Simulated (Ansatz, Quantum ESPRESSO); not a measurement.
# MgB2 (P6/mmm): electron–phonon coupling with Quantum ESPRESSO, part 2 of 2

Each step names its level of theory.

So far. Step 2 (Tight relaxation): The largest force is now zero by symmetry and the largest stress component 0.0063 GPa. Step 3 (Second program, ground state): With these potentials, mesh and smearing the cell is at -0.26 GPa. The relaxed cell has a = 3.078, c = 3.515 Å (conventional setting).

### Step 4. Second program, linear response: Fermi–Dirac smearing of 0.1 eV

Level of this step: DFT PBE, scalar-relativistic, plane waves, GBRV ultrasoft pseudopotentials (Quantum ESPRESSO).

ph.x gives each mode's frequency and linewidth; λ of a mode follows from Gaussian double-delta sums over the k mesh, here at four widths.

The input, ph.in:

```
phonons and couplings
 &inputph
    prefix='x',
    outdir='./tmp',
    tr2_ph=1.0d-15,
    fildyn='x.dyn',
    fildvscf='dvscf',
    ldisp=.true.,
    nq1=3,
    nq2=3,
    nq3=2,
    electron_phonon='simple',
    el_ph_ngauss=0,
    el_ph_sigma=0.00734986,
    el_ph_nsigma=4,
    alpha_mix(1)=0.5,
    amass(1)=24.305,
    amass(2)=10.81,
 /
```

Command:

```
> OMP_NUM_THREADS=1 mpirun -n 8 ph.x -nk 8 -in ph.in > ph.x.log
```

What it wrote:

```text
[banner, memory and clock lines left out]
Program PHONON v.7.5

     ./tmp/x.save/

     IMPORTANT: XC functional enforced from input :
     Exchange-correlation= PBE
                           (   1   4   3   4   0   0   0)
     Any further DFT definition will be discarded
     Please, verify this is what you really want

     G-vector sticks info

     Reading collected, re-writing distributed wavefunctions in ./tmp/

     Dynamical matrices for ( 3, 3, 2)  uniform grid of q-points
     (   6 q-points):
       N         xq(1)         xq(2)         xq(3)
       1   0.000000000   0.000000000   0.000000000
       2   0.000000000   0.000000000  -0.437922935
       3   0.000000000   0.384900179   0.000000000
       4   0.000000000   0.384900179  -0.437922935
       5   0.333333333   0.577350269   0.000000000
       6   0.333333333   0.577350269  -0.437922935

     Number and degeneracy of irreps per q-point
       N         xq(1)         xq(2)         xq(3)   N irreps
       1   0.000000000   0.000000000   0.000000000       6
        1   2   1   1   2   2
       2   0.000000000   0.000000000  -0.437922935       6
        1   2   1   1   2   2
       3   0.000000000   0.384900179   0.000000000       9
     No degeneracy
       4   0.000000000   0.384900179  -0.437922935       9
     No degeneracy
       5   0.333333333   0.577350269   0.000000000       6
        1   1   2   2   1   2
       6   0.333333333   0.577350269  -0.437922935       6
        2   2   1   1   1   2

     Saving dvscf to file. Distribute only q points, not irreducible representations.

     Calculation of q =    0.0000000   0.0000000   0.0000000

     phonons and couplings

     bravais-lattice index     =            4
     lattice parameter (alat)  =       5.8171  a.u.
     unit-cell volume          =     194.6392 (a.u.)^3
     number of atoms/cell      =            3
     number of atomic types    =            2
     kinetic-energy cut-off    =      52.0000  Ry
     charge density cut-off    =     416.0000  Ry
     convergence threshold     =      1.0E-15
     beta                      =       0.5000
     number of iterations used =            4
     Exchange-correlation= PBE
                           (   1   4   3   4   0   0   0)

     celldm(1)=    5.81714  celldm(2)=    0.00000  celldm(3)=    1.14175
     celldm(4)=    0.00000  celldm(5)=    0.00000  celldm(6)=    0.00000

     crystal axes: (cart. coord. in units of alat)
               a(1) = (  1.0000  0.0000  0.0000 )
               a(2) = ( -0.5000  0.8660  0.0000 )
               a(3) = (  0.0000  0.0000  1.1418 )

     reciprocal axes: (cart. coord. in units 2 pi/alat)
               b(1) = (  1.0000  0.5774 -0.0000 )
               b(2) = (  0.0000  1.1547  0.0000 )
               b(3) = (  0.0000 -0.0000  0.8758 )

     Atoms inside the unit cell:

     Cartesian axes

     site n.  atom      mass           positions (alat units)
        1  Mg     24.3050   tau(    1) = (    0.00000    0.00000    0.00000  )
        2  B      10.8100   tau(    2) = (   -0.00000    0.57735    0.57088  )
        3  B      10.8100   tau(    3) = (    0.50000    0.28868    0.57088  )

     Computing dynamical matrix for
                    q = (   0.0000000   0.0000000   0.0000000 )

     25 Sym.Ops. (with q -> -q+G )

     G cutoff =  356.5758  (  27853 G-vectors)     FFT grid: ( 40, 40, 45)
     G cutoff =  178.2879  (   9925 G-vectors)  smooth grid: ( 27, 27, 32)

     number of k points=    95  Fermi-Dirac smearing, width (Ry)=  0.0073

     PseudoPot. # 1 for Mg read from file:
     ./pseudo/Mg.upf
     Pseudo is Ultrasoft, Zval = 10.0
     Using radial grid of  821 points,  7 beta functions with:
                l(1) =   0
                l(2) =   0
                l(3) =   0
                l(4) =   1
                l(5) =   1
                l(6) =   2
                l(7) =   2
     Q(r) pseudized with  8 coefficients,  rinner =    1.200   1.200   1.200
                                                       1.200   1.200

     PseudoPot. # 2 for B  read from file:
     ./pseudo/B.upf
     Pseudo is Ultrasoft + core correction, Zval =  3.0
     Using radial grid of  781 points,  4 beta functions with:
                l(1) =   0
                l(2) =   0
                l(3) =   1
                l(4) =   1
     Q(r) pseudized with  8 coefficients,  rinner =    1.100   1.100   1.100

     Mode symmetry, D_6h(6/mmm) point group:

     Atomic displacements:
     There are    6 irreducible representations

     Representation     1      1 modes -  To be done

     Representation     2      2 modes -  To be done

     Representation     3      1 modes -  To be done

     Representation     4      1 modes -  To be done

     Representation     5      2 modes -  To be done

     Representation     6      2 modes -  To be done

     Alpha used in Ewald sum =   2.8000

     Representation #   1 mode #   1

     Self-consistent Calculation

     Pert. #  1: Fermi energy shift (Ry) =    -1.8070E-20     7.6530E-42

      thresh= 1.000E-02 alpha_mix =  0.500 |ddv_scf|^2 =  8.653E-08

     Pert. #  1: Fermi energy shift (Ry) =    -9.0350E-21    -7.6530E-42

      thresh= 2.942E-05 alpha_mix =  0.500 |ddv_scf|^2 =  2.155E-08

     Pert. #  1: Fermi energy shift (Ry) =    -9.0350E-21     1.5306E-41

      thresh= 1.468E-05 alpha_mix =  0.500 |ddv_scf|^2 =  1.329E-10

     Pert. #  1: Fermi energy shift (Ry) =     9.0350E-21     1.9132E-42

      thresh= 1.153E-06 alpha_mix =  0.500 |ddv_scf|^2 =  4.351E-13

     Pert. #  1: Fermi energy shift (Ry) =    -9.0350E-21     4.7831E-43

      thresh= 6.597E-08 alpha_mix =  0.500 |ddv_scf|^2 =  5.886E-14

     Pert. #  1: Fermi energy shift (Ry) =    -9.0350E-21     4.7831E-43

      thresh= 2.426E-08 alpha_mix =  0.500 |ddv_scf|^2 =  2.438E-17

     End of self-consistent calculation

     Convergence has been achieved

     Representation #   2 modes #   2   3

     Self-consistent Calculation

     Pert. #  1: Fermi energy shift (Ry) =    -5.7824E-19     7.6530E-42
     Pert. #  2: Fermi energy shift (Ry) =     1.8070E-19    -3.4438E-41

      thresh= 1.000E-02 alpha_mix =  0.500 |ddv_scf|^2 =  1.378E-07

     Pert. #  1: Fermi energy shift (Ry) =    -1.8974E-19     3.8265E-42
     Pert. #  2: Fermi energy shift (Ry) =     9.0350E-20     1.9132E-42

      thresh= 3.713E-05 alpha_mix =  0.500 |ddv_scf|^2 =  9.056E-09

     Pert. #  1: Fermi energy shift (Ry) =    -1.8974E-19     9.5662E-43
     Pert. #  2: Fermi energy shift (Ry) =    -4.5175E-20     4.7831E-43

      thresh= 9.517E-06 alpha_mix =  0.500 |ddv_scf|^2 =  7.182E-10

     Pert. #  1: Fermi energy shift (Ry) =    -2.3039E-19    -3.3482E-42
[...]
2        B      tau(   2) = (  -0.0000000   0.5773503   0.5708767  )
         3        B      tau(   3) = (   0.5000000   0.2886751   0.5708767  )

     number of k points=   310  Fermi-Dirac smearing, width (Ry)=  0.0073

     Number of k-points >= 100: set verbosity='high' to print them.

     Dense  grid:    27853 G-vectors     FFT dimensions: (  40,  40,  45)

     Smooth grid:     9925 G-vectors     FFT dimensions: (  27,  27,  32)

     The potential is recalculated from file :
     ./tmp/_ph0/x.q_6/x.save/charge-density

     Starting wfcs are   13 atomic +    6 random wfcs

     Band Structure Calculation
     Davidson diagonalization with overlap

     ethr =  6.25E-11,  avg # of iterations = 14.4

     End of band structure calculation

     Number of k-points >= 100: set verbosity='high' to print the bands.

     the Fermi energy is     9.1008 ev

     Writing config to output data dir ./tmp/_ph0/x.q_6/x.save/ :
     XML data file

     phonons and couplings

     bravais-lattice index     =            4
     lattice parameter (alat)  =       5.8171  a.u.
     unit-cell volume          =     194.6392 (a.u.)^3
     number of atoms/cell      =            3
     number of atomic types    =            2
     kinetic-energy cut-off    =      52.0000  Ry
     charge density cut-off    =     416.0000  Ry
     convergence threshold     =      1.0E-15
     beta                      =       0.5000
     number of iterations used =            4
     Exchange-correlation= PBE
                           (   1   4   3   4   0   0   0)

     celldm(1)=    5.81714  celldm(2)=    0.00000  celldm(3)=    1.14175
     celldm(4)=    0.00000  celldm(5)=    0.00000  celldm(6)=    0.00000

     crystal axes: (cart. coord. in units of alat)
               a(1) = (  1.0000  0.0000  0.0000 )
               a(2) = ( -0.5000  0.8660  0.0000 )
               a(3) = (  0.0000  0.0000  1.1418 )

     reciprocal axes: (cart. coord. in units 2 pi/alat)
               b(1) = (  1.0000  0.5774 -0.0000 )
               b(2) = (  0.0000  1.1547  0.0000 )
               b(3) = (  0.0000 -0.0000  0.8758 )

     Atoms inside the unit cell:

     Cartesian axes

     site n.  atom      mass           positions (alat units)
        1  Mg     24.3050   tau(    1) = (    0.00000    0.00000    0.00000  )
        2  B      10.8100   tau(    2) = (   -0.00000    0.57735    0.57088  )
        3  B      10.8100   tau(    3) = (    0.50000    0.28868    0.57088  )

     Computing dynamical matrix for
                    q = (   0.3333333   0.5773503  -0.4379229 )

     12 Sym.Ops. (no q -> -q+G )

     G cutoff =  356.5758  (  27853 G-vectors)     FFT grid: ( 40, 40, 45)
     G cutoff =  178.2879  (   9925 G-vectors)  smooth grid: ( 27, 27, 32)

     number of k points=   310  Fermi-Dirac smearing, width (Ry)=  0.0073

     PseudoPot. # 1 for Mg read from file:
     ./pseudo/Mg.upf
     Pseudo is Ultrasoft, Zval = 10.0
     Using radial grid of  821 points,  7 beta functions with:
[...]
l(4) =   1
                l(5) =   1
                l(6) =   2
                l(7) =   2
     Q(r) pseudized with  8 coefficients,  rinner =    1.200   1.200   1.200
                                                       1.200   1.200

     PseudoPot. # 2 for B  read from file:
     ./pseudo/B.upf
     Pseudo is Ultrasoft + core correction, Zval =  3.0
     Using radial grid of  781 points,  4 beta functions with:
                l(1) =   0
                l(2) =   0
                l(3) =   1
                l(4) =   1
     Q(r) pseudized with  8 coefficients,  rinner =    1.100   1.100   1.100

     Mode symmetry, D_3h (-62m) point group:

     Atomic displacements:
     There are    6 irreducible representations

     Representation     1      2 modes -  To be done

     Representation     2      2 modes -  To be done

     Representation     3      1 modes -  To be done

     Representation     4      1 modes -  To be done

     Representation     5      1 modes -  To be done

     Representation     6      2 modes -  To be done

     Alpha used in Ewald sum =   2.8000

     Representation #   1 modes #   1   2

     Self-consistent Calculation

[...]
End of self-consistent calculation

     Convergence has been achieved

     Representation #   2 modes #   3   4

     Self-consistent Calculation

[...]
End of self-consistent calculation

     Convergence has been achieved

     Representation #   3 mode #   5

     Self-consistent Calculation

[...]
End of self-consistent calculation

     Convergence has been achieved

     Representation #   4 mode #   6

     Self-consistent Calculation

[...]
End of self-consistent calculation

     Convergence has been achieved

     Representation #   5 mode #   7

     Self-consistent Calculation

[...]
thresh= 1.834E-08 alpha_mix =  0.500 |ddv_scf|^2 =  9.839E-17

     End of self-consistent calculation

     Convergence has been achieved

     Representation #   6 modes #   8   9

     Self-consistent Calculation

      thresh= 1.000E-02 alpha_mix =  0.500 |ddv_scf|^2 =  1.250E-06

      thresh= 1.118E-04 alpha_mix =  0.500 |ddv_scf|^2 =  4.138E-07

      thresh= 6.433E-05 alpha_mix =  0.500 |ddv_scf|^2 =  2.754E-09

      thresh= 5.248E-06 alpha_mix =  0.500 |ddv_scf|^2 =  4.947E-11

      thresh= 7.033E-07 alpha_mix =  0.500 |ddv_scf|^2 =  9.608E-13

      thresh= 9.802E-08 alpha_mix =  0.500 |ddv_scf|^2 =  1.657E-14

      thresh= 1.287E-08 alpha_mix =  0.500 |ddv_scf|^2 =  1.222E-17

     End of self-consistent calculation

     Convergence has been achieved

     Number of q in the star =    2
     List of q in the star:
          1   0.333333333   0.577350269  -0.437922935
          2  -0.333333333  -0.577350269   0.437922935

     Diagonalizing the dynamical matrix

     q = (    0.333333333   0.577350269  -0.437922935 )

 **************************************************************************
[...]
freq (    2) =       8.978551 [THz] =     299.492231 [cm-1]
     freq (    3) =       8.978551 [THz] =     299.492231 [cm-1]
     freq (    4) =      14.730993 [THz] =     491.373037 [cm-1]
     freq (    5) =      14.730993 [THz] =     491.373037 [cm-1]
     freq (    6) =      19.667155 [THz] =     656.025686 [cm-1]
     freq (    7) =      20.879244 [THz] =     696.456619 [cm-1]
     freq (    8) =      20.879244 [THz] =     696.456619 [cm-1]
     freq (    9) =      21.644056 [THz] =     721.968001 [cm-1]
 **************************************************************************

     Mode symmetry, D_3h (-62m) point group:

     freq (   1-   1) =        270.6  [cm-1]   --> A''2
     freq (   2-   3) =        299.5  [cm-1]   --> E'
     freq (   4-   5) =        491.4  [cm-1]   --> E'
     freq (   6-   6) =        656.0  [cm-1]   --> A''1
     freq (   7-   8) =        696.5  [cm-1]   --> E''
     freq (   9-   9) =        722.0  [cm-1]   --> A''2

     Gaussian Broadening:   0.007 Ry, ngauss=   0
     DOS =  6.365349 states/spin/Ry/Unit Cell at Ef=  9.120944 eV
     double delta at Ef = 97.636428
[...]
Gaussian Broadening:   0.015 Ry, ngauss=   0
     DOS =  5.010644 states/spin/Ry/Unit Cell at Ef=  9.102865 eV
     double delta at Ef = 65.310492
[...]
Gaussian Broadening:   0.022 Ry, ngauss=   0
     DOS =  4.749105 states/spin/Ry/Unit Cell at Ef=  9.095522 eV
     double delta at Ef = 62.168774
[...]
Gaussian Broadening:   0.029 Ry, ngauss=   0
     DOS =  4.638795 states/spin/Ry/Unit Cell at Ef=  9.094000 eV
     double delta at Ef = 61.176335
[...]
lambda(    2)=  0.0057   gamma=    2.02 GHz
     lambda(    3)=  0.0057   gamma=    2.02 GHz
     lambda(    4)=  0.1718   gamma=  165.16 GHz
     lambda(    5)=  0.1718   gamma=  165.16 GHz
     lambda(    6)=  0.0035   gamma=    6.04 GHz
     lambda(    7)=  0.0050   gamma=    9.70 GHz
     lambda(    8)=  0.0050   gamma=    9.70 GHz
     lambda(    9)=  0.0769   gamma=  159.54 GHz
```

Run time: 15 min. Hardware: 8 MPI ranks of Arm Neoverse V1, shared host.

Numbers from this step:

```
highest frequency, solved or plainly interpolated : 799.9 cm⁻¹
omega log against width                           : 56.15, 55.59, 55.55, 55.87 meV, at widths 0.1 to 0.4 eV
```

As ph.x prints them, no sum rule imposed; at the zone centre the sum is no linewidth. Double-delta sums, the first 40 of 54 rows:

| q1 | q2 | q3 | star | mode | omega (meV) | lambda_q, sigma 0.1 eV | lambda_q, sigma 0.2 eV | lambda_q, sigma 0.3 eV | lambda_q, sigma 0.4 eV | half width at sigma 0.2 (meV) |
| --- | --- | --- | --- | --- | --- | --- | --- | --- | --- | --- |
| 0 | 0 | 0 | 1 | 1 | -2.776 | -3.00e-4 | -0.0077 | -0.0092 | -0.0094 | 8.27e-5 |
| 0 | 0 | 0 | 1 | 2 | -2.776 | -3.00e-4 | -0.0077 | -0.0092 | -0.0094 | 8.27e-5 |
| 0 | 0 | 0 | 1 | 3 | -2.286 | 0 | 0 | 0 | 0 | 0 |
| 0 | 0 | 0 | 1 | 4 | 41.52 | 2.00e-4 | 0.0052 | 0.0067 | 0.0064 | 0.01046 |
| 0 | 0 | 0 | 1 | 5 | 41.52 | 2.00e-4 | 0.0052 | 0.0067 | 0.0064 | 0.01046 |
| 0 | 0 | 0 | 1 | 6 | 49.37 | 0 | 0 | 0 | 0 | 0 |
| 0 | 0 | 0 | 1 | 7 | 67.97 | 3.446 | 3.007 | 2.59 | 2.12 | 16.07 |
| 0 | 0 | 0 | 1 | 8 | 67.97 | 3.446 | 3.007 | 2.59 | 2.12 | 16.07 |
| 0 | 0 | 0 | 1 | 9 | 85.73 | 0.0018 | 6.00e-4 | 3.00e-4 | 2.00e-4 | 0.004797 |
| 0 | 0 | 0.5 | 1 | 1 | 28.03 | 1.00e-4 | 1.00e-4 | 1.00e-4 | 2.00e-4 | 8.27e-5 |
| 0 | 0 | 0.5 | 1 | 2 | 28.03 | 1.00e-4 | 1.00e-4 | 1.00e-4 | 2.00e-4 | 8.27e-5 |
| 0 | 0 | 0.5 | 1 | 3 | 28.51 | 0.0525 | 0.0468 | 0.0462 | 0.0536 | 0.044 |
| 0 | 0 | 0.5 | 1 | 4 | 28.51 | 0.0525 | 0.0468 | 0.0462 | 0.0536 | 0.044 |
| 0 | 0 | 0.5 | 1 | 5 | 39.23 | 0.1416 | 0.2467 | 0.261 | 0.2633 | 0.4395 |
| 0 | 0 | 0.5 | 1 | 6 | 47.55 | 0.0113 | 0.0149 | 0.0135 | 0.014 | 0.03892 |
| 0 | 0 | 0.5 | 1 | 7 | 56.62 | 2.669 | 3.408 | 2.964 | 2.554 | 12.64 |
| 0 | 0 | 0.5 | 1 | 8 | 56.62 | 2.669 | 3.408 | 2.964 | 2.554 | 12.64 |
| 0 | 0 | 0.5 | 1 | 9 | 78.45 | 0 | 0 | 0.0012 | 0.0089 | 4.14e-5 |
| 0 | 0.3333 | 0 | 6 | 1 | 27.09 | 0.1563 | 0.0864 | 0.0653 | 0.0542 | 0.07333 |
| 0 | 0.3333 | 0 | 6 | 2 | 28.78 | 0.0201 | 0.0074 | 0.0039 | 0.0026 | 0.007072 |
| 0 | 0.3333 | 0 | 6 | 3 | 38.27 | 0.1601 | 0.0683 | 0.0397 | 0.0289 | 0.1156 |
| 0 | 0.3333 | 0 | 6 | 4 | 46.16 | 0.3722 | 0.209 | 0.1611 | 0.134 | 0.5153 |
| 0 | 0.3333 | 0 | 6 | 5 | 53.46 | 0.0113 | 0.0078 | 0.005 | 0.0035 | 0.02585 |
| 0 | 0.3333 | 0 | 6 | 6 | 74.28 | 0.0784 | 0.0374 | 0.0228 | 0.0175 | 0.2388 |
| 0 | 0.3333 | 0 | 6 | 7 | 77.24 | 0.0316 | 0.019 | 0.017 | 0.0162 | 0.131 |
| 0 | 0.3333 | 0 | 6 | 8 | 89.11 | 0.3277 | 0.1453 | 0.0812 | 0.056 | 1.335 |
| 0 | 0.3333 | 0 | 6 | 9 | 96.34 | 0.1599 | 0.075 | 0.0592 | 0.0543 | 0.8048 |
| 0 | 0.3333 | 0.5 | 6 | 1 | 31.18 | 0.0085 | 0.0079 | 0.0073 | 0.0067 | 0.008892 |
| 0 | 0.3333 | 0.5 | 6 | 2 | 34.32 | 0.001 | 0.0157 | 0.0194 | 0.0207 | 0.02134 |
| 0 | 0.3333 | 0.5 | 6 | 3 | 34.56 | 0.0277 | 0.0128 | 0.0091 | 0.009 | 0.01766 |
| 0 | 0.3333 | 0.5 | 6 | 4 | 52.45 | 0.0401 | 0.016 | 0.0098 | 0.0082 | 0.05108 |
| 0 | 0.3333 | 0.5 | 6 | 5 | 53.96 | 0.0453 | 0.0796 | 0.0819 | 0.0781 | 0.2681 |
| 0 | 0.3333 | 0.5 | 6 | 6 | 74.96 | 0.0195 | 0.022 | 0.0225 | 0.0228 | 0.1428 |
| 0 | 0.3333 | 0.5 | 6 | 7 | 75.56 | 0.031 | 0.0133 | 0.0082 | 0.0066 | 0.08809 |
| 0 | 0.3333 | 0.5 | 6 | 8 | 90.37 | 0.1031 | 0.0467 | 0.0371 | 0.0411 | 0.4412 |
| 0 | 0.3333 | 0.5 | 6 | 9 | 99.18 | 0.0017 | 0.0021 | 0.0065 | 0.0161 | 0.02403 |
| 0.3333 | 0.3333 | 0 | 2 | 1 | 33.02 | 0.0399 | 0.036 | 0.0267 | 0.021 | 0.04541 |
| 0.3333 | 0.3333 | 0 | 2 | 2 | 36.62 | 0.3748 | 0.1367 | 0.0711 | 0.0491 | 0.2121 |
| 0.3333 | 0.3333 | 0 | 2 | 3 | 36.62 | 0.3748 | 0.1367 | 0.0711 | 0.0491 | 0.2121 |
| 0.3333 | 0.3333 | 0 | 2 | 4 | 54.54 | 0.1825 | 0.2775 | 0.2859 | 0.2566 | 0.9549 |

Mean over the q mesh without its centre; few wavevectors enter, so none of the widths can be taken as converged. The coupling constant λ, lambda by Gaussian width:

| Gaussian width (eV) | coupling constant λ, lambda |
| --- | --- |
| 0.100 | 1.15 |
| 0.200 | 0.907 |
| 0.300 | 0.754 |
| 0.400 | 0.664 |

λ runs from 1.15 at 0.1 eV to 0.664 at 0.4 eV.

### Step 5. What came out

```yaml
phonon_run_of_the_rows_without_a_label_of_their_own: PBE, q 3×3×2, k 12×12×8
coupling_lambda_by_gaussian_sums_at_0p2_ev_quantum_espresso_gbrv_cutoff_707_ev_q_3x3x2_k_12x12x8: 0.907
```

**Reading.** Under gradient-corrected functionals ph.x can misplace modes where the density is low; no frozen-phonon run checks these frequencies. In the last run that gave them, λ from the Gaussian sums still varies by a factor of 1.7 between widths of 0.1 and 0.4 eV; these sums hold few wavevectors and leave out the zone centre.

[Logs are printed without paths, hosts, clocks, repeated set-up lines and the standing remarks that a program may print on its own settings, such as how far it seeks lower states.]

[Hosts, paths, dates, database ids (printed as entryN), source tags and the programs' standing remarks are cut or masked in the printed files.]
